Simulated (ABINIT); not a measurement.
Records of electronic-structure calculations.

## Beyond one shot: BN (Qingsongite)

The structure is cubic, space group F-43m (No. 216). Conventional cell: a = 3.615 Å, b = 3.615 Å, c = 3.615 Å, α = 90.00°, β = 90.00°, γ = 90.00°. Nearest to B lie 4 N at 1.57 Å. Nearest to N lie 4 B at 1.57 Å. Farther neighbours, and contacts between anions beyond the nearest, are not listed.

```
B N
1.0
     0.00000    1.80750    1.80750
     1.80750    0.00000    1.80750
     1.80750    1.80750    0.00000
B N
1 1
Direct
  0.00000 0.00000 0.00000
  0.25000 0.25000 0.25000
```

- method: RPA screening on PBE from quasiparticle energies and orbitals, plane waves, norm-conserving pseudopotentials (and 4 further levels or steps)
- program: ABINIT 10.8.3
- settings: cutoff 36 Ha, PseudoDojo scalar-relativistic 0.4.1 standard, norm-conserving, ngkpt (8, 8, 8), nband 58, ecuteps 8 Ha, gwcalctyp 27, nfreqre 1, inclvkb 2, shiftk (0, 0, 0), symchi 1, awtr 1, frequency static, cycle 7, q points all but q = 0, 8×8×8 k-mesh
- cost: 22 runs, 5.5 min in all on 8 MPI ranks of AMD EPYC 9R45, shared host
- notes: The program’s warnings: nkpt*nsppol () is not a multiple of nproc spkpt (). The cell and positions come from the Crystallography Open Database and are kept as given unless a step says otherwise.
- G0W0: 5.950 eV
- self-consistent COHSEX, cycle 1: 7.391 eV
- self-consistent COHSEX, cycle 2: 7.957 eV
- self-consistent COHSEX, cycle 3: 8.029 eV
- self-consistent COHSEX, cycle 4: 7.997 eV
- self-consistent COHSEX, cycle 5: 7.957 eV
- self-consistent COHSEX, cycle 6: 7.935 eV
- self-consistent COHSEX, cycle 7: 7.929 eV
- known limits: short of the basis limit

Only the bands that the input lists are updated; the higher empty ones keep the functional's energies. Self-consistent COHSEX ends at 7.93 eV, +1.98 eV from G0W0, after 7 cycles that took 5.2 min beside the first screening; the last moved the gap by 0.006 eV.

[Long decimals in the printed logs are rounded to 6 places.]

[Logs are printed without paths, hosts, clocks, repeated set-up lines and the standing remarks that a program may print on its own settings, such as how far it seeks lower states.]

[Paths, hosts, dates, memory and timing lines, banners, echoed tables and standing remarks are left out of the program output; an Ansatz launch command may be rebuilt from the run's recorded settings. Measured values are a selection of at most five: reports struck by readers or far from the other reports are left out. None is set beside runs whose start may be inverted or whose files or cutoffs have a known fault.]

[Runs of the session that timed out or met a known fault of the program may be left out.]

[Hosts, paths, dates, database ids (printed as entryN), source tags and the programs' standing remarks are cut or masked in the printed files.]

[G0W0 gaps are taken among the corrected bands and points alone; a level outside them can change the order at an edge.]

[Where Ansatz stands beside ABINIT at settings called matched, ABINIT's density can come from a denser mesh and the files from another edition; pairs whose starting gaps differed by over 0.03 eV were left out, so agreement reads better than it is.]
